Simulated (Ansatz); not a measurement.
# ZnCd2S2O: relaxing a made-up structure, part 2 of 2

Starting from a made-up structure for ZnCd2S2O, the aim is the relaxed cell, its shortest contacts and, where a second run follows, its electronic structure.

Ansatz 0.2.0; DFT, PBEsol, plane-wave PAW, files of the set soft_1, scalar-relativistic, no spin, cell and ions relaxed at zero pressure; PAW set soft_1 (the session's first sound run).

So far: The starting structure; Relaxation of the guess. The relaxed cell has a = 3.566, c = 8.699 Å (conventional setting).

## Step 3: Bands of the relaxed cell

With the geometry fixed, one more self-consistent run, with a narrower smearing and the mesh shown in its input, gives the bands, and its pressure, and its forces where symmetry allows any, show how far the geometry depends on these settings.

This step: DFT, PBEsol, plane-wave PAW, files of the set soft_1, scalar-relativistic, no spin, bands and density of states at the relaxed cell; PAW set soft_1 (Ansatz 0.2.0).

File input.yaml:

```yaml
crystal:
  lattice:
    - [3.0877003968, -1.7828392945, 0.0379379261]
    - [3.0877003968, 1.7828392945, 0.0379379261]
    - [-0.105999014, 0.0, 8.6983439161]
  atoms:
    - { symbol: Cd, position: [0.1666485683, 0.1666485683, 0.854402393] }
    - { symbol: Cd, position: [0.8333514317, 0.8333514317, 0.145597607] }
    - { symbol: Zn, position: [0.5, 0.5, 0.5] }
    - { symbol: S, position: [0.166720568, 0.166720568, 0.3379971228] }
    - { symbol: S, position: [0.833279432, 0.833279432, 0.6620028772] }
    - { symbol: O, position: [0.5, 0.5, 0.0] }
kpoints:
  mp_grid: { grid: [10, 10, 4] }
  band_path:
    path:
      - [[0.0, 0.0, 0.0], [0.5, 0.0, 0.0], [0.33333521, -0.33333521, 0.0], [0.0, -0.5, 0.0], [0.0, -0.5, 0.5], [-0.33333521, -0.66666479, 0.5], [-0.5, -0.5, 0.5], [-0.5, -0.5, 0.0], [-0.33333521, -0.66666479, 0.0]]
      - [[0.33333521, -0.33333521, 0.5], [0.5, 0.0, 0.5], [0.0, 0.0, 0.5]]
      - [[0.5, 0.0, 0.0], [0.5, 0.0, 0.5]]
    npoints: 7
scf:
  occupations: { method: fermi_dirac, width: 0.03 }
  n_extra_bands: 10
hamiltonian:
  xc: pbesol
  pseudopotentials: { kind: paw, azcp: { folder: soft_1 }, xc_functional: pbe }
output:
  forces: true
  stress: true
  write_bands: true
  dos: { projected: true }
  write_density: true
  write_potential: true
  elf: true
  volumetric_format: npy
```

Run with:

```sh
> ansatz run input.yaml --threads 4 --pin off --max-ram 10240MiB --backend cpu --events-out ev --progress --plain --runs-dir out
```

Numbers of over 12 decimals in the logs are rounded to 6 here.

Output:

```text
[...]
Crystal: 6 atoms, lattice volume = 95.781 Å³
Basis set: ecut = 420 eV, 1835 PW (Γ), exchange–correlation on 48×48×120 points (8 copies of the dense FFT grid, shifted against one another)
Bands: 45, of which v1, the nominal top of the filled ones, is band 35 counted from 1 (34 counted from 0)
Symmetry: 4 space group operations
[...]
k-points: 117 of 400
[...]
SCF iter   1: F=—  HF=-21983.468162 eV  |F-HF|=—  |Δ(HF+E_count)|=         —  Δρ=1.03e-1  dr2=1.66e1  ethr=3.10e-3  ⟨swp⟩=7.2  Hψ=24159  notcnv=0  defer=16
[...]
SCF iter  10: F=-21981.278064 eV  HF=-21981.278064 eV  |F-HF|=3.91e-9  |Δ(HF+E_count)|=   2.69e-8  Δρ=3.15e-6  dr2=1.49e-8  ethr=1.43e-10  ⟨swp⟩=16.8  Hψ=41167  notcnv=0
SCF 1 converged in 10 iterations: F = -21981.278064 eV  dr2 = 1.49e-8
[...]
NSCF: frozen V_eff on 80 k-points
SCF converged after 10 iterations
Free energy (F): -21981.278064 eV
[...]
Internal energy: -21981.277405 eV  (E = F + TS)
E sigma→0 (E₀):  -21981.277735 eV
Entropy (-TS):   -0.000659 eV (-0.110 meV/atom)
Fermi energy:    10.976048 eV
[...]
--- Forces (eV/Å), atoms counted from 1 ---
  atom   1  Cd     0.00008025     0.00000000    -0.01008919
  atom   2  Cd    -0.00008025     0.00000000     0.01008919
  atom   3  Zn     0.00000000     0.00000000     0.00000000
  atom   4  S     -0.00037018     0.00000000    -0.00054282
  atom   5  S      0.00037018     0.00000000     0.00054282
  atom   6  O      0.00000000     0.00000000     0.00000000
  max |Σ_I F_I| component: 1.73e-18 eV/Å
--- Stress (GPa, compression-positive) ---
        0.017229       0.000000      -0.003040
        0.000000       0.016734       0.000000
       -0.003040       0.000000      -0.063279
  P = ⅓ Tr σ = -0.0098 GPa (-0.098 kbar)
--- Band table (eV; the first three rows and the last of 117) ---
  k-point 0: bands = [... 31 lower, 10.5409, 10.5681, 10.5688, 10.8081, 10.8085, 14.6897, 15.0779, 17.1229, ... 6 higher]
  k-point 1: bands = [... 31 lower, 10.5238, 10.5244, 10.8522, 10.8524, 11.3019, 14.3297, 15.0194, 17.3852, ... 6 higher]
  k-point 2: bands = [... 31 lower, 10.4888, 10.4893, 10.8869, 10.8871, 11.9260, 13.8877, 14.9646, 17.2560, ... 6 higher]
  k-point 116: bands = [... 31 lower, 8.2794, 8.9041, 10.4827, 10.6934, 12.1929, 12.9351, 14.4737, 16.1076, ... 6 higher]
```

Wall time 8.5 s (4 threads of Intel Xeon at 2.60GHz (Ice Lake), shared host); peak memory 0.72 GiB.

This step gave:

| Property | Result |
| --- | --- |
| free energy | -21981.2781 eV |
| energy at zero smearing | -21981.2777 eV |
| smearing term TS | 6.59e-4 eV |
| Fermi energy | 10.98 eV |
| pressure | -0.009772 GPa |

From bands.tsv, the bands that come nearest the Fermi level along the path, at its corners, in eV from the Fermi level:

| point | band 32 | band 33 | band 34 | band 35 | band 36 | band 37 | band 38 | band 39 |
| --- | --- | --- | --- | --- | --- | --- | --- | --- |
| Γ | -0.44 | -0.41 | -0.41 | -0.17 | -0.17 | 3.71 | 4.10 | 6.15 |
| Y | -1.95 | -1.57 | -1.55 | -0.59 | 0.39 | 3.49 | 3.94 | 4.85 |
| H | -3.74 | -1.90 | -1.23 | -1.23 | 2.55 | 3.37 | 3.37 | 5.62 |
| C | -1.95 | -1.57 | -1.55 | -0.59 | 0.39 | 3.49 | 3.94 | 4.85 |
| E | -2.70 | -2.07 | -0.49 | -0.28 | 1.22 | 1.96 | 3.50 | 5.13 |
| M1 | -3.20 | -2.51 | -1.84 | -1.84 | 3.43 | 3.55 | 3.55 | 5.29 |
| A | -2.70 | -2.07 | -0.49 | -0.28 | 1.22 | 1.96 | 3.50 | 5.13 |
| X | -1.95 | -1.56 | -1.55 | -0.59 | 0.38 | 3.49 | 3.94 | 4.85 |
| H1 | -3.74 | -1.90 | -1.23 | -1.23 | 2.55 | 3.37 | 3.37 | 5.62 |
| M | -3.20 | -2.51 | -1.84 | -1.84 | 3.43 | 3.55 | 3.55 | 5.29 |
| D | -2.70 | -2.07 | -0.49 | -0.28 | 1.22 | 1.96 | 3.50 | 5.13 |
| Z | -0.49 | -0.49 | -0.09 | -0.09 | 0.95 | 2.91 | 3.99 | 6.28 |
| Y | -1.95 | -1.57 | -1.55 | -0.59 | 0.39 | 3.49 | 3.94 | 4.85 |
| D | -2.70 | -2.07 | -0.49 | -0.28 | 1.22 | 1.96 | 3.50 | 5.13 |

Counts of states for the cell as run, both spins, by energy window (eV from the Fermi level):

```csv
from,to,total
-8,-7,12.41
-7,-6,10.00
-6,-5,1.48
-5,-4,3.69
-4,-3,2.68
-3,-2,4.31
-2,-1,3.31
-1,0,2.52
0,1,0.18
1,2,0.96
2,3,1.24
3,4,1.83
4,5,1.88
5,6,2.60
```

Below -8 eV lie 29.6 more states.

ELF in the ac plane of the cell as run, not the conventional one, at fractional y = 0.167, with atoms of Cd and S within 0.2 Å of it. It is the smooth field of the valence electrons, not physical close to the nuclei.

Values, 24 rows by 14 columns, each cell a mean:
```
0.16 0.22 0.24 0.23 0.18 0.13 0.12 0.21 0.34 0.41 0.38 0.26 0.15 0.11
0.31 0.39 0.44 0.42 0.34 0.24 0.14 0.12 0.18 0.23 0.21 0.14 0.12 0.19
0.44 0.67 0.82 0.76 0.52 0.35 0.22 0.11 0.10 0.10 0.10 0.10 0.16 0.28
0.48 0.76 0.92 0.86 0.58 0.37 0.24 0.12 0.09 0.09 0.09 0.11 0.18 0.30
0.37 0.50 0.60 0.56 0.41 0.30 0.19 0.14 0.17 0.20 0.18 0.15 0.15 0.24
0.22 0.28 0.31 0.30 0.25 0.18 0.15 0.26 0.40 0.48 0.45 0.31 0.19 0.15
0.13 0.13 0.14 0.14 0.13 0.16 0.29 0.53 0.67 0.72 0.70 0.59 0.40 0.21
0.14 0.09 0.08 0.08 0.12 0.22 0.43 0.66 0.76 0.79 0.78 0.70 0.55 0.33
0.12 0.06 0.04 0.05 0.09 0.22 0.43 0.64 0.74 0.78 0.76 0.68 0.54 0.33
0.09 0.04 0.03 0.03 0.07 0.15 0.30 0.46 0.53 0.56 0.55 0.49 0.38 0.23
0.07 0.05 0.04 0.05 0.06 0.10 0.16 0.22 0.24 0.24 0.24 0.23 0.19 0.13
0.16 0.19 0.22 0.21 0.17 0.14 0.14 0.14 0.14 0.15 0.14 0.14 0.14 0.14
0.53 0.62 0.66 0.64 0.57 0.43 0.27 0.15 0.13 0.13 0.13 0.14 0.20 0.35
0.80 0.80 0.78 0.79 0.81 0.75 0.59 0.30 0.16 0.13 0.14 0.24 0.45 0.68
0.79 0.54 0.33 0.42 0.72 0.84 0.78 0.51 0.24 0.13 0.17 0.39 0.68 0.83
0.67 0.21 0.02 0.06 0.49 0.81 0.82 0.59 0.27 0.12 0.17 0.46 0.74 0.84
0.75 0.42 0.20 0.28 0.64 0.82 0.79 0.52 0.23 0.11 0.15 0.40 0.69 0.83
0.83 0.81 0.76 0.78 0.83 0.79 0.63 0.31 0.15 0.11 0.12 0.24 0.48 0.72
0.63 0.73 0.76 0.75 0.68 0.51 0.29 0.15 0.13 0.14 0.13 0.14 0.21 0.39
0.27 0.38 0.44 0.42 0.32 0.21 0.14 0.13 0.17 0.19 0.18 0.15 0.13 0.16
0.11 0.13 0.14 0.14 0.11 0.10 0.10 0.13 0.16 0.18 0.17 0.14 0.12 0.10
0.07 0.06 0.05 0.06 0.06 0.08 0.09 0.11 0.12 0.12 0.12 0.11 0.10 0.09
0.07 0.06 0.05 0.06 0.06 0.08 0.11 0.15 0.16 0.17 0.17 0.15 0.13 0.10
0.09 0.09 0.10 0.10 0.09 0.10 0.14 0.25 0.33 0.38 0.36 0.28 0.19 0.12
```
Columns run along a (3.6 Å), rows up along c (8.7 Å). Atoms in or near the plane, at fractional coordinates: Cd at (0.17, 0.85), S at (0.17, 0.34).

Valence density in the ac plane of the cell as run, not the conventional one, at fractional y = 0.167, with atoms of Cd and S within 0.2 Å of it. It is the smooth field of the valence electrons, not physical close to the nuclei.

Values in e/Å³, 24 rows by 14 columns, each cell a mean:
```
 0  1  1  1  0  0  0  0  0  0  0  0  0  0
 2  4  6  5  3  1  0  0  0  0  0  0  0  1
 6 13 18 16  8  3  1  0  0  0  0  0  0  1
 7 16 23 20 10  3  1  0  0  0  0  0  0  2
 3  8 11  9  5  2  0  0  0  0  0  0  0  1
 1  1  2  2  1  0  0  0  0  0  0  0  0  0
 0  0  0  0  0  0  0  0  0  0  0  0  0  0
 0  0  0  0  0  0  0  0  0  0  0  0  0  0
 0  0  0  0  0  0  0  0  0  0  0  0  0  0
 0  0  0  0  0  0  0  0  0  0  0  0  0  0
 0  0  0  0  0  0  0  0  0  0  0  0  0  0
 0  0  0  0  0  0  0  0  0  0  0  0  0  0
 0  0  0  0  0  0  0  0  0  0  0  0  0  0
 1  1  1  1  1  1  0  0  0  0  0  0  0  0
 1  1  1  1  1  1  1  0  0  0  0  0  0  1
 1  1  0  1  1  1  1  0  0  0  0  0  0  1
 1  1  1  1  1  1  1  0  0  0  0  0  0  1
 1  1  1  1  1  1  0  0  0  0  0  0  0  0
 0  0  0  0  0  0  0  0  0  0  0  0  0  0
 0  0  0  0  0  0  0  0  0  0  0  0  0  0
 0  0  0  0  0  0  0  0  0  0  0  0  0  0
 0  0  0  0  0  0  0  0  0  0  0  0  0  0
 0  0  0  0  0  0  0  0  0  0  0  0  0  0
 0  0  0  0  0  0  0  0  0  0  0  0  0  0
```
Columns run along a (3.6 Å), rows up along c (8.7 Å). Atoms in or near the plane, at fractional coordinates: Cd at (0.17, 0.85), S at (0.17, 0.34).

Electrostatic potential energy in the ac plane of the cell as run, not the conventional one, at fractional y = 0.167, with atoms of Cd and S within 0.2 Å of it. With pseudopotentials it is smooth inside the atoms' cores, unlike the true potential.

Ten even steps from '_' (-27 eV) to '@' (15 eV), each cell a mean:
```
##******##%%@@@@@@@@@@@@@@%%
==--::::--++##@@@@@@@@@@%%**
::..__..::--**%%@@@@@@@@##==
::..____::--++%%@@@@@@@@##==
--::..::--==##@@@@@@@@@@%%++
**======++##%%@@@@@@@@@@@@%%
@@%%%%%%%%@@@@@@@@@@@@@@@@@@
@@@@@@@@@@@@@@@@%%%%%%@@@@@@
@@@@@@@@@@@@@@@@%%%%%%@@@@@@
@@@@@@@@@@@@@@@@%%%%%%@@@@@@
@@@@@@@@@@@@@@@@%%%%%%@@@@@@
@@@@@@@@@@@@@@@@%%%%%%%%@@@@
@@@@%%%%@@@@@@@@%%%%%%@@@@@@
##==--==**%%@@@@@@@@@@@@@@%%
::______..==%%@@@@@@@@@@%%##
____..____::##@@@@@@@@@@%%++
..________==##@@@@@@@@@@%%**
**--::::==##%%@@@@@@@@@@@@%%
@@%%%%%%%%@@@@@@%%%%%%%%@@@@
@@@@@@@@@@@@@@%%######%%%%@@
@@@@@@@@@@@@@@%%######%%%%@@
@@@@@@@@@@@@@@%%%%%%%%%%@@@@
@@@@@@@@@@@@@@@@@@@@@@@@@@@@
@@@@@@@@@@@@@@@@@@@@@@@@@@@@
```
Columns run along a (3.6 Å; values clipped at the 3rd and 97th percentile), rows up along c (8.7 Å). Atoms in or near the plane, at fractional coordinates: Cd at (0.17, 0.85), S at (0.17, 0.34).

## Step 4: What came out

| Property | Result |
| --- | --- |
| space group, relaxed | P-3m1 |
| conventional cell | a = 3.566, b = 3.566, c = 8.699 Å; α = 90.0°, β = 90.0°, γ = 120.0° |
| volume per atom | 15.96 Å³ (guess 19.06) |

What this shows: ZnCd2S2O relaxes to P-3m1 with a = 3.566, b = 3.566 and c = 8.699 Å. The guessed volume was 19 % too large. The symmetry rose from C2/m to P-3m1, so the distortion of the structure type doesn't survive with these elements. Bands cross the Fermi level, so it is a metal or semimetal at this level. Semilocal functionals can close a small real gap, so this isn't settled for compounds with anions. On the 10×10×4 mesh with the narrower smearing (relaxed on 8×8×3) the largest force component is 0.010 eV/Å and the largest stress component is 0.063 GPa, against the relaxation's thresholds of 0.015 eV/Å and 0.05 GPa. The cutoff wasn't tested. No dispersion term is used, so weakly bound directions may come out too long. Nothing here tests whether the compound is stable against decomposition.

[Logs are printed without paths, hosts, clocks, repeated set-up lines and the standing remarks that a program may print on its own settings, such as how far it seeks lower states.]

[Hosts, paths, dates, database ids (printed as entryN), source tags and the programs' standing remarks are cut or masked in the printed files.]
